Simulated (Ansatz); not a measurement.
# K on Fe(100): change of the work function, part 2 of 5

How does K on the hollow site change the work function of Fe(100) as the layer fills?

Ansatz 0.2.0; plane-wave DFT, PBE, Ansatz PAW.

So far, work function, upper face (eV): step 2 (the clean slab) 3.86.

### Step 3. The covered slab, coverage 0.25 ML

System of this step: KFe20 (K/Fe(100)). The cell holds 21 atoms: 20 Fe and 1 K. Its edges and angles: a = 5.740 Å, b = 5.740 Å, c = 26.509 Å, α = 90.0°, β = 90.0°, γ = 90.0°. Vacuum lies along c.

The clean slab as it ended is repeated in the plane and the adsorbate is set on one face; the cell's size fixes the coverage, and the k-mesh shrinks with it to keep the sampling density about even. Adsorbate and upper layers relax, since the dipole depends on the height.

input.yaml

```yaml
crystal:
  lattice:
    - [5.74, 0.0, 0.0]
    - [0.0, 5.74, 0.0]
    - [0.0, 0.0, 26.508564284]
  atoms:
    - { symbol: Fe, position: [0.0, 0.0, 0.3395129175], spin: 2.97 }
    - { symbol: Fe, position: [0.25, 0.25, 0.3936463661], spin: 2.38 }
    - { symbol: Fe, position: [0.0, 0.0, 0.4471328567], spin: 2.5 }
    - { symbol: Fe, position: [0.25, 0.25, 0.5014069691], spin: 2.31 }
    - { symbol: Fe, position: [0.0, 0.0, 0.5521055225], spin: 2.92 }
    - { symbol: Fe, position: [0.0, 0.5, 0.3395129175], spin: 2.97 }
    - { symbol: Fe, position: [0.25, 0.75, 0.3936463661], spin: 2.38 }
    - { symbol: Fe, position: [0.0, 0.5, 0.4471328567], spin: 2.5 }
    - { symbol: Fe, position: [0.25, 0.75, 0.5014069691], spin: 2.31 }
    - { symbol: Fe, position: [0.0, 0.5, 0.5521055225], spin: 2.92 }
    - { symbol: Fe, position: [0.5, 0.0, 0.3395129175], spin: 2.97 }
    - { symbol: Fe, position: [0.75, 0.25, 0.3936463661], spin: 2.38 }
    - { symbol: Fe, position: [0.5, 0.0, 0.4471328567], spin: 2.5 }
    - { symbol: Fe, position: [0.75, 0.25, 0.5014069691], spin: 2.31 }
    - { symbol: Fe, position: [0.5, 0.0, 0.5521055225], spin: 2.92 }
    - { symbol: Fe, position: [0.5, 0.5, 0.3395129175], spin: 2.97 }
    - { symbol: Fe, position: [0.75, 0.75, 0.3936463661], spin: 2.38 }
    - { symbol: Fe, position: [0.5, 0.5, 0.4471328567], spin: 2.5 }
    - { symbol: Fe, position: [0.75, 0.75, 0.5014069691], spin: 2.31 }
    - { symbol: Fe, position: [0.5, 0.5, 0.5521055225], spin: 2.92 }
    - { symbol: K, position: [0.25, 0.25, 0.6604870825] }
magnetization:
  spin_polarized: true
kpoints:
  mp_grid: { grid: [5, 5, 1] }
hamiltonian:
  xc: pbe
scf:
  occupations: { method: fermi_dirac, width: 0.1 }
  convergence: { dr2_threshold: 1.0e-08 }
efield:
  axis: 3
  dipole_correction: true
  ramp_position: 0.97
  ramp_width: 0.06
relax:
  f_tol: 0.02
  max_steps: 60
  constraints: [{ sites: [0, 1, 5, 6, 10, 11, 15, 16] }]
output:
  bader: true
  dos: { projected: true, e_range: [-8, 4] }
  write_potential: true
  write_density: true
  volumetric_format: npy
  elf: true
```

Launch:

```sh
> ansatz run input.yaml --threads 4 --pin off --max-ram 12288MiB --backend cpu --events-out ev --progress --plain --runs-dir out
```

Numbers of over 12 decimals in the logs are rounded to 6 here.

Log:

```text
[...]
Crystal: 21 atoms, lattice volume = 873.394 Å³
Basis set: ecut = 420 eV, 17125 PW (Γ), exchange–correlation on 80×80×360 points (8 copies of the dense FFT grid, shifted against one another)
Bands: 229, of which v1, the nominal top of the filled ones, is band 165 counted from 1 (164 counted from 0)
Symmetry: 8 space group operations
k-points: 6 of 25
[...]
Starting moments: Σ|m| = 52.32 μB on 20 of 21 sites
[...]
SCF iter   1: F=—  HF=-91137.126196 eV  |F-HF|=—  |Δ(HF+E_count)|=         —  Δρ=3.75e-2 (↑1.28e-2 ↓3.75e-2)  dr2=6.91e1  dr2_m=3.07e0  M=51.758 μB ∫|m|=52.300 μB  β_m=1.00  ethr=3.10e-3  p=-0.000 e·Å  D=-2.36e-7 V/Å  ΔV_dip=0.00 eV  dr2_dipole=8.98e-1  V_vac-E_F(+/−)=7.24/7.24 eV  ⟨swp⟩=9.3  Hψ=14232  notcnv=0  defer=162
[...]
SCF iter  17: F=-91137.945288 eV  HF=-91137.945288 eV  |F-HF|=3.06e-10  |Δ(HF+E_count)|=   1.11e-9  Δρ=2.08e-7 (↑2.08e-7 ↓1.83e-7)  dr2=1.76e-9  dr2_m=9.37e-11  M=52.392 μB ∫|m|=54.824 μB  ethr=1.00e-12  p=0.374 e·Å  D=7.76e-2 V/Å  ΔV_dip=-2.06 eV  dr2_dipole=5.09e-11  V_vac-E_F(+/−)=1.79/3.85 eV  ⟨swp⟩=14.8  Hψ=19699  notcnv=0
SCF 1 converged in 17 iterations: F = -91137.945288 eV  dr2 = 1.76e-9
[...]
relax step   1: F+E_penalty+E_count = -91137.94528792 eV  Δ(F+E_penalty+E_count) = +0.000e0 eV  max|allowed force component| = 8.698e-2 eV/Å  Δτ_max = 0.0000 Å  (17 SCF iters, accepted)
[...]
SCF iter  11: F=-91137.949356 eV  HF=-91137.949356 eV  |F-HF|=3.43e-9  |Δ(HF+E_count)|=  9.75e-10  Δρ=4.41e-7 (↑1.21e-7 ↓4.41e-7)  dr2=3.08e-9  dr2_m=3.82e-10  M=52.397 μB ∫|m|=54.834 μB  ethr=1.00e-12  p=0.376 e·Å  D=7.78e-2 V/Å  ΔV_dip=-2.06 eV  dr2_dipole=1.36e-10  V_vac-E_F(+/−)=1.78/3.85 eV  ⟨swp⟩=10.3  Hψ=15266  notcnv=0
SCF 2 converged in 11 iterations: F = -91137.949356 eV  dr2 = 3.08e-9
relax step   2: F+E_penalty+E_count = -91137.94935615 eV  Δ(F+E_penalty+E_count) = -4.068e-3 eV  max|allowed force component| = 7.204e-2 eV/Å  Δτ_max = 0.0179 Å  (11 SCF iters, accepted)
SCF iter   1: F=—  HF=-91137.949028 eV  |F-HF|=—  |Δ(HF+E_count)|=         —  Δρ=1.66e-3 (↑9.00e-4 ↓1.66e-3)  dr2=1.16e-2  dr2_m=1.08e-2  M=52.341 μB ∫|m|=54.792 μB  β_m=1.00  ethr=5.26e-5  p=0.376 e·Å  D=7.78e-2 V/Å  ΔV_dip=-2.06 eV  dr2_dipole=6.89e-4  V_vac-E_F(+/−)=1.78/3.84 eV  ⟨swp⟩=4.8  Hψ=6958  notcnv=0  defer=246
[...]
SCF iter  12: F=-91137.955960 eV  HF=-91137.955960 eV  |F-HF|=1.72e-9  |Δ(HF+E_count)|=   3.93e-9  Δρ=4.15e-7 (↑2.48e-7 ↓4.15e-7)  dr2=2.95e-9  dr2_m=6.01e-10  M=52.323 μB ∫|m|=54.774 μB  ethr=1.28e-12  p=0.380 e·Å  D=7.88e-2 V/Å  ΔV_dip=-2.09 eV  dr2_dipole=3.10e-10  V_vac-E_F(+/−)=1.76/3.84 eV  ⟨swp⟩=11.3  Hψ=17079  notcnv=0
SCF 3 converged in 12 iterations: F = -91137.955960 eV  dr2 = 2.95e-9
[...]
relax step   3: F+E_penalty+E_count = -91137.95596022 eV  Δ(F+E_penalty+E_count) = -6.604e-3 eV  max|allowed force component| = 4.428e-2 eV/Å  Δτ_max = 0.0985 Å  (12 SCF iters, accepted)
SCF iter   1: F=—  HF=-91137.956571 eV  |F-HF|=—  |Δ(HF+E_count)|=         —  Δρ=3.45e-4 (↑2.26e-4 ↓3.45e-4)  dr2=9.70e-4  dr2_m=5.33e-4  M=52.357 μB ∫|m|=54.809 μB  β_m=1.00  ethr=1.09e-6  p=0.380 e·Å  D=7.88e-2 V/Å  ΔV_dip=-2.09 eV  dr2_dipole=1.68e-4  V_vac-E_F(+/−)=1.76/3.85 eV  ⟨swp⟩=3.2  Hψ=6035  notcnv=0  defer=254
[...]
SCF iter  11: F=-91137.956346 eV  HF=-91137.956346 eV  |F-HF|=5.69e-9  |Δ(HF+E_count)|=  5.53e-10  Δρ=6.65e-7 (↑1.64e-7 ↓6.65e-7)  dr2=6.57e-9  dr2_m=1.20e-9  M=52.365 μB ∫|m|=54.818 μB  ethr=1.00e-12  p=0.380 e·Å  D=7.87e-2 V/Å  ΔV_dip=-2.09 eV  dr2_dipole=8.88e-10  V_vac-E_F(+/−)=1.76/3.85 eV  ⟨swp⟩=10.1  Hψ=15819  notcnv=0
SCF 4 converged in 11 iterations: F = -91137.956346 eV  dr2 = 6.57e-9
[...]
relax step   4: F+E_penalty+E_count = -91137.95634638 eV  Δ(F+E_penalty+E_count) = -3.862e-4 eV  max|allowed force component| = 2.477e-3 eV/Å  Δτ_max = 0.0152 Å  (11 SCF iters, accepted)
NSCF: frozen V_eff on 6 k-points
[...]
SCF converged after 11 iterations
Magnetization: 52.3645 μB (190.6823 up, 138.3177 down)
Absolute magnetization: 54.8200 μB (∫|ρ↑−ρ↓|, with the PAW one-centre terms)
[...]
Per-site moments (μB) at R_I (Å): [(2.971379, 1.025266), (2.377408, 1.019180), (2.493280, 1.019180), (2.342286, 1.009323), (2.848281, 0.997706), (2.971379, 1.025266), (2.388190, 1.021914), (2.493280, 1.019180), (2.308927, 1.004508), (2.848281, 0.997706), (2.971379, 1.025266), (2.388190, 1.021914), (2.493280, 1.019180), (2.308927, 1.004508), (2.848281, 0.997706), (2.971379, 1.025266), (2.393435, 1.024640), (2.493280, 1.019180), (2.282579, 0.997706), (2.848281, 0.997706), (-0.00733679, 1.425312)]
Free energy (F): -91137.956346 eV
[...]
Internal energy: -91137.187443 eV  (E = F + TS)
E sigma→0 (E₀):  -91137.571895 eV
Entropy (-TS):   -0.768903 eV (-36.614 meV/atom)
Fermi energy:    3.199504 eV
Dipole field:    D = 0.078654 V/Å  (p = 0.379635 e·Å, saw-weighted, corrected)
Work function:   Φ+ = 1.7597 eV   Φ− = 3.8447 eV
[...]
--- Forces (eV/Å), atoms counted from 1 ---
  atom   1  Fe    -0.00924576    -0.00924576     0.43231967
  atom   2  Fe    -0.00000000    -0.00000000    -0.43450166
  atom   3  Fe     0.00049097     0.00049097    -0.00247740
  atom   4  Fe     0.00000000     0.00000000     0.00082557
  atom   5  Fe     0.00039049     0.00039049     0.00063113
  atom   6  Fe    -0.00924576     0.00924576     0.43231967
  atom   7  Fe    -0.00000000    -0.00000000    -0.43088034
  atom   8  Fe     0.00049097    -0.00049097    -0.00247740
  atom   9  Fe    -0.00000000     0.00000000    -0.00096329
  atom  10  Fe     0.00039049    -0.00039049     0.00063113
  atom  11  Fe     0.00924576    -0.00924576     0.43231967
  atom  12  Fe    -0.00000000     0.00000000    -0.43088034
  atom  13  Fe    -0.00049097     0.00049097    -0.00247740
  atom  14  Fe     0.00000000     0.00000000    -0.00096329
  atom  15  Fe    -0.00039049     0.00039049     0.00063113
  atom  16  Fe     0.00924576     0.00924576     0.43231967
  atom  17  Fe    -0.00000000     0.00000000    -0.42417717
  atom  18  Fe    -0.00049097    -0.00049097    -0.00247740
  atom  19  Fe    -0.00000000     0.00000000    -0.00118537
  atom  20  Fe    -0.00039049    -0.00039049     0.00063113
  atom  21  K      0.00000000     0.00000000     0.00088669
  max |Σ_I F_I| component: 5.44e-5 eV/Å
--- Band table (eV; the first three rows and the last of 12) ---
  k-point 0 ↑: bands = [... 161 lower, 1.8523, 1.8962, 1.9035, 1.9525, 1.9525, 2.0880, 2.1274, 2.1657, ... 60 higher]
  k-point 1 ↑: bands = [... 161 lower, 1.8902, 1.9049, 1.9169, 1.9331, 2.0220, 2.0622, 2.0623, 2.1096, ... 60 higher]
  k-point 2 ↑: bands = [... 161 lower, 1.8229, 1.8365, 1.8481, 1.8748, 1.9081, 1.9436, 1.9640, 2.0108, ... 60 higher]
  k-point 5 ↓: bands = [... 161 lower, 4.5901, 4.5932, 4.6336, 4.6634, 4.6734, 4.6827, 4.6841, 4.7194, ... 60 higher]
--- Relaxed structure (4 steps of the walk, 4 accepted, 0 SCFs on fresh bases) ---
  F+E_penalty+E_count = -91137.95634638 eV   max|allowed force component| = 2.477e-3 eV/Å
  atoms:
    - { symbol: Fe, position: [0.0, 0.0, 0.339513] }
    - { symbol: Fe, position: [0.25, 0.25, 0.3936463661] }
    - { symbol: Fe, position: [0.000995261, 0.000995261, 0.447246] }
    - { symbol: Fe, position: [0.25, 0.25, 0.502640] }
    - { symbol: Fe, position: [-0.00437747, -0.00437747, 0.552159] }
    - { symbol: Fe, position: [0.0, 0.5, 0.339513] }
    - { symbol: Fe, position: [0.25, 0.75, 0.3936463661] }
    - { symbol: Fe, position: [0.000995261, 0.499005, 0.447246] }
    - { symbol: Fe, position: [0.25, 0.75, 0.501402] }
    - { symbol: Fe, position: [-0.00437747, 0.504377, 0.552159] }
    - { symbol: Fe, position: [0.5, 0.0, 0.339513] }
    - { symbol: Fe, position: [0.75, 0.25, 0.3936463661] }
    - { symbol: Fe, position: [0.499005, 0.000995261, 0.447246] }
    - { symbol: Fe, position: [0.75, 0.25, 0.501402] }
    - { symbol: Fe, position: [0.504377, -0.00437747, 0.552159] }
    - { symbol: Fe, position: [0.5, 0.5, 0.339513] }
    - { symbol: Fe, position: [0.75, 0.75, 0.3936463661] }
    - { symbol: Fe, position: [0.499005, 0.499005, 0.447246] }
    - { symbol: Fe, position: [0.75, 0.75, 0.500510] }
    - { symbol: Fe, position: [0.504377, 0.504377, 0.552159] }
    - { symbol: K, position: [0.25, 0.25, 0.656669] }
--- Bader charges: 21 sites ---
  site symbol  charge [e]  shift [e]    m [muB]
     0     Fe      0.0562     0.0001     3.1102
     1     Fe     -0.0724     0.0000     2.3201
     2     Fe      0.0319     0.0001     2.4563
     3     Fe     -0.0740     0.0001     2.2926
     4     Fe     -0.0915     0.0000     2.9487
     5     Fe      0.0562     0.0001     3.1102
     6     Fe     -0.0680     0.0000     2.3304
     7     Fe      0.0319     0.0001     2.4563
     8     Fe     -0.0792     0.0001     2.2597
     9     Fe     -0.0915     0.0000     2.9487
    10     Fe      0.0562     0.0001     3.1102
    11     Fe     -0.0680     0.0000     2.3304
    12     Fe      0.0320     0.0001     2.4563
    13     Fe     -0.0792     0.0001     2.2597
    14     Fe     -0.0915     0.0000     2.9487
    15     Fe      0.0562     0.0001     3.1102
    16     Fe     -0.0655     0.0000     2.3352
    17     Fe      0.0320     0.0001     2.4563
    18     Fe     -0.0892     0.0001     2.2334
    19     Fe     -0.0915     0.0000     2.9487
    20      K      0.6092     0.0000    -0.0577
  estimated error of the sums over rays = 7.8e-4 e
```

Run time: 12 min. Hardware: 4 threads of Arm Neoverse V1, shared host; peak memory 5.1 GiB; 46 min of CPU time.

The steps of the relaxation:

```tsv
step	energy less that of the first step (eV)	largest force component (eV/Å)
1	0.0000	0.0870
2	-0.0041	0.0720
3	-0.0107	0.0443
4	-0.0111	0.0025
```

Forces are held to the 8 operations that the run works with; a distortion that breaks them can't arise in this run.

The atoms that moved most (Å):

```tsv
atom	dx	dy	dz	length
K21	0.000	0.000	-0.101	0.101
Fe20	0.025	0.025	0.001	0.036
Fe15	0.025	-0.025	0.001	0.036
Fe10	-0.025	0.025	0.001	0.036
Fe5	-0.025	-0.025	0.001	0.036
Fe4	0.000	0.000	0.033	0.033
Fe19	0.000	0.000	-0.024	0.024
Fe3	0.006	0.006	0.003	0.009
```

The relaxed structure:

```xyz
21
Lattice="5.7400 0.0000 0.0000 0.0000 5.7400 0.0000 0.0000 0.0000 26.5086" Properties=species:S:1:pos:R:3
Fe    0.0000    0.0000    9.0000
Fe    1.4350    1.4350   10.4350
Fe    0.0057    0.0057   11.8559
Fe    1.4350    1.4350   13.3243
Fe   -0.0251   -0.0251   14.6369
Fe    0.0000    2.8700    9.0000
Fe    1.4350    4.3050   10.4350
Fe    0.0057    2.8643   11.8559
Fe    1.4350    4.3050   13.2915
Fe   -0.0251    2.8951   14.6369
Fe    2.8700    0.0000    9.0000
Fe    4.3050    1.4350   10.4350
Fe    2.8643    0.0057   11.8559
Fe    4.3050    1.4350   13.2915
Fe    2.8951   -0.0251   14.6369
Fe    2.8700    2.8700    9.0000
Fe    4.3050    4.3050   10.4350
Fe    2.8643    2.8643   11.8559
Fe    4.3050    4.3050   13.2678
Fe    2.8951    2.8951   14.6369
K     1.4350    1.4350   17.4074
```

Numbers from this step:

* energy at zero smearing: -91137.5719 eV
* total moment: 52.36 μB
* work function, upper face: 1.760 eV
* work function, lower face: 3.845 eV
* dipole along the normal: 0.3796 e·Å
* step between the vacuum levels: -2.085 eV

Running mean over 1.435 Å of the planar mean; the ramp of the sawtooth is left out. Electron's electrostatic potential energy less the Fermi level against z:

z (Å), electron's electrostatic potential energy less the Fermi level (eV) and a bar from the least value:
```
      3.5        3.8 ##############################
      4.0        3.8 ##############################
      4.5        3.8 ##############################
      5.0        3.8 ##############################
      5.5        3.8 ##############################
      6.0        3.8 ##############################
      6.5        3.7 ##############################
      7.0        3.4 #############################
      7.5        2.4 ###########################
      8.0       -0.9 ####################
      8.5       -5.8 ##########
      9.0       -9.0 ###
      9.5       -9.6 ##
     10.0       -9.6 ##
     10.5       -9.6 ##
     11.0       -9.7 ##
     11.5       -9.6 ##
     12.0       -9.6 ##
     12.5       -9.5 ##
     13.0       -9.6 ##
     13.5      -10.2 #
     14.0      -10.5 
     14.5       -9.8 #
     15.0       -7.0 #######
     15.5       -2.2 #################
     16.0        1.2 #########################
     16.5        1.3 #########################
     17.0        0.0 ######################
     17.5       -0.8 ####################
     18.0       -0.3 #####################
     18.5        0.7 #######################
     19.0        1.3 #########################
     19.5        1.5 #########################
     20.0        1.6 #########################
     20.5        1.7 #########################
     21.0        1.7 ##########################
     21.5        1.7 ##########################
     22.0        1.8 ##########################
     22.5        1.8 ##########################
     23.0        1.8 ##########################
```

The density of states has structure finer than the step of the table below, so its rows give means over 0.25 eV, whole bins alone (the curve runs from -8 to 1.98 eV). Peaks (eV: height): total -3.220: 77.4, -2.470: 72.8, -1.740: 64.0, -1.560: 65.9, -1.350: 98.8, -1.200: 64.4, -1.080: 80.1; up -3.220: 73.5, -2.740: 41.6, -2.470: 54.3, -1.740: 50.3, -1.410: 51.0, -1.170: 44.0, -1.080: 60.3; down -1.560: 36.6, -1.350: 52.5, 0.390: 37.4, 1.170: 41.4, 1.290: 42.4, 1.440: 47.5, 1.770: 57.1.

The density of states by energy, zero at the Fermi level; means over each step; values in states/eV a cell:

```tsv
energy (eV)	total	up	down
-7.75	0.738	0.641	0.0976
-7.50	1.30	0.620	0.676
-7.25	1.49	0.886	0.608
-7.00	1.96	0.965	0.992
-6.75	1.31	0.465	0.846
-6.50	0.700	0.259	0.441
-6.25	3.40	2.71	0.692
-6.00	3.03	0.789	2.24
-5.75	3.39	2.22	1.17
-5.50	2.11	1.21	0.894
-5.25	5.20	3.23	1.97
-5.00	3.95	3.02	0.926
-4.75	9.75	7.17	2.58
-4.50	15.0	12.7	2.21
-4.25	17.0	15.9	1.14
-4.00	22.0	18.7	3.34
-3.75	23.8	18.8	4.99
-3.50	23.7	19.4	4.35
-3.25	38.6	34.6	3.99
-3.00	27.0	20.8	6.25
-2.75	37.2	28.2	9.01
-2.50	41.9	27.3	14.6
-2.25	29.9	18.1	11.9
-2.00	29.5	19.2	10.3
-1.75	38.7	27.2	11.5
-1.50	45.0	27.6	17.4
-1.25	64.8	39.4	25.4
-1.00	58.0	35.3	22.7
-0.75	42.3	20.2	22.2
-0.50	25.3	11.7	13.7
-0.25	21.7	11.8	9.88
0.00	25.5	6.20	19.3
0.25	23.5	4.23	19.3
0.50	19.8	2.57	17.2
0.75	22.2	5.72	16.4
1.00	24.3	3.72	20.6
1.25	38.2	4.16	34.0
1.50	31.2	4.86	26.4
1.75	40.5	4.51	36.0
```

Projected DOS per atom over height of the atomic layer and energy from the Fermi level. Layers: Fe4 Fe4 Fe4 Fe4 Fe4 K from below.

Values in states/eV, 22 rows by 6 columns, each cell a mean:
```
1.28 1.90 2.07 1.92 1.36 0.30
1.76 1.57 1.32 1.44 1.37 0.57
1.30 0.69 0.75 0.68 1.46 0.75
1.76 0.42 0.68 0.40 1.60 0.53
1.36 0.82 0.81 0.89 1.24 0.50
0.95 1.67 1.49 1.80 1.06 0.44
1.69 3.07 2.85 3.02 1.86 0.28
1.80 2.96 2.52 3.00 2.13 0.07
2.11 1.43 1.34 1.14 1.88 0.13
2.18 1.26 1.41 1.27 2.32 0.09
2.50 1.18 1.37 1.20 2.17 0.06
1.73 1.35 1.86 1.44 1.68 0.02
1.33 1.16 0.81 1.11 1.22 0.03
1.03 0.96 1.03 0.95 1.02 0.03
0.46 0.70 0.92 0.72 0.49 0.02
0.15 0.26 0.25 0.27 0.16 0.01
0.12 0.20 0.16 0.20 0.12 0.01
0.11 0.19 0.16 0.19 0.11 0.01
0.06 0.11 0.11 0.11 0.06 0.00
0.03 0.10 0.13 0.10 0.04 0.00
0.03 0.09 0.12 0.10 0.03 0.00
0.01 0.04 0.05 0.04 0.01 0.00
```
Columns: height of the atomic layer (Å) from 9 to 17.4 (not evenly spaced); rows upwards: energy from the Fermi level (eV) from -7.96 to 1.95.

Projected DOS per atom, spin up over height of the atomic layer and energy from the Fermi level. Layers: Fe4 Fe4 Fe4 Fe4 Fe4 K from below.

Ten even steps from '_' (0.00 states/eV) to '@' (2.21 states/eV), each cell a mean:
```
____________
__________..
__________..
__________..
__..::::__..
..==--++..__
::@@##@@--__
==%%**%%++__
##--==::**__
##::--::%%__
@@--==--%%__
**==**++**__
++==::====__
==--==--==__
..::--::..__
____________
____________
____________
____________
____________
____________
____________
```
Columns: height of the atomic layer (Å) from 9 to 17.4 (not evenly spaced); rows upwards: energy from the Fermi level (eV) from -7.96 to 1.95.

Projected DOS per atom, spin down over height of the atomic layer and energy from the Fermi level. Layers: Fe4 Fe4 Fe4 Fe4 Fe4 K from below.

Ten even steps from '0' (0.00 states/eV) to '9' (1.96 states/eV), each cell a mean:
```
699960
876661
523261
812171
621250
333331
555551
455640
122220
233320
122210
011110
011100
000000
000000
000000
000000
000000
000000
000000
000000
000000
```
Columns: height of the atomic layer (Å) from 9 to 17.4 (not evenly spaced); rows upwards: energy from the Fermi level (eV) from -7.96 to 1.95.

Site moment by atom:

```tsv
atom	site moment (μB)
Fe1	2.97
Fe2	2.38
Fe3	2.49
Fe4	2.34
Fe5	2.85
Fe6	2.97
Fe7	2.39
Fe8	2.49
Fe9	2.31
Fe10	2.85
Fe11	2.97
Fe12	2.39
Fe13	2.49
Fe14	2.31
Fe15	2.85
Fe16	2.97
Fe17	2.39
Fe18	2.49
Fe19	2.28
Fe20	2.85
K21	-0.01
```

Spin density in the ca plane at fractional y = 0.250, with atoms of Fe and K within 0.2 Å of it.

Ten even steps from '0' (0.0 e/Å³) to '9' (4.2 e/Å³), each cell a mean:
```
00000000000000000000000000000000000000000000
00000000000000000000000000000000000000000000
00000144100001441000000000000000000000000000
00000299300003992000000000000000000000000000
00000144100001441000000000000000000000000000
00000000000000000000000000000000000000000000
00000000000000000000000000000000000000000000
00000000000000000000000000000000000000000000
00000000000000000000000000000000000000000000
00000022000000220000000000000000000000000000
00000178200002782000000000000000000000000000
00000178200002782000000000000000000000000000
00000012000000120000000000000000000000000000
00000000000000000000000000000000000000000000
00000000000000000000000000000000000000000000
```
Columns run along c (16.0 Å, from fractional 0.30 to 0.91 of the cell), rows up along a (5.7 Å). Atoms in or near the plane, at fractional coordinates: Fe at (0.39, 0.25), Fe at (0.50, 0.25), Fe at (0.39, 0.75), Fe at (0.50, 0.75), K at (0.66, 0.25).

(Part 2 of 5 ends here.)

[Logs are printed without paths, hosts, clocks, repeated set-up lines and the standing remarks that a program may print on its own settings, such as how far it seeks lower states.]

[Hosts, paths, dates, database ids (printed as entryN), source tags and the programs' standing remarks are cut or masked in the printed files.]

[Maps of the electrostatic potential energy from Ansatz leave out the sawtooth potential of an applied field or a dipole correction, so their vacuum need not be flat; planar profiles and work functions include it.]

[The density of states shown here was stored with 400 of the rows of the run's finer table, so its peaks can read low, often by over a quarter, or be missed, and its means over a window can be off by a tenth or more.]
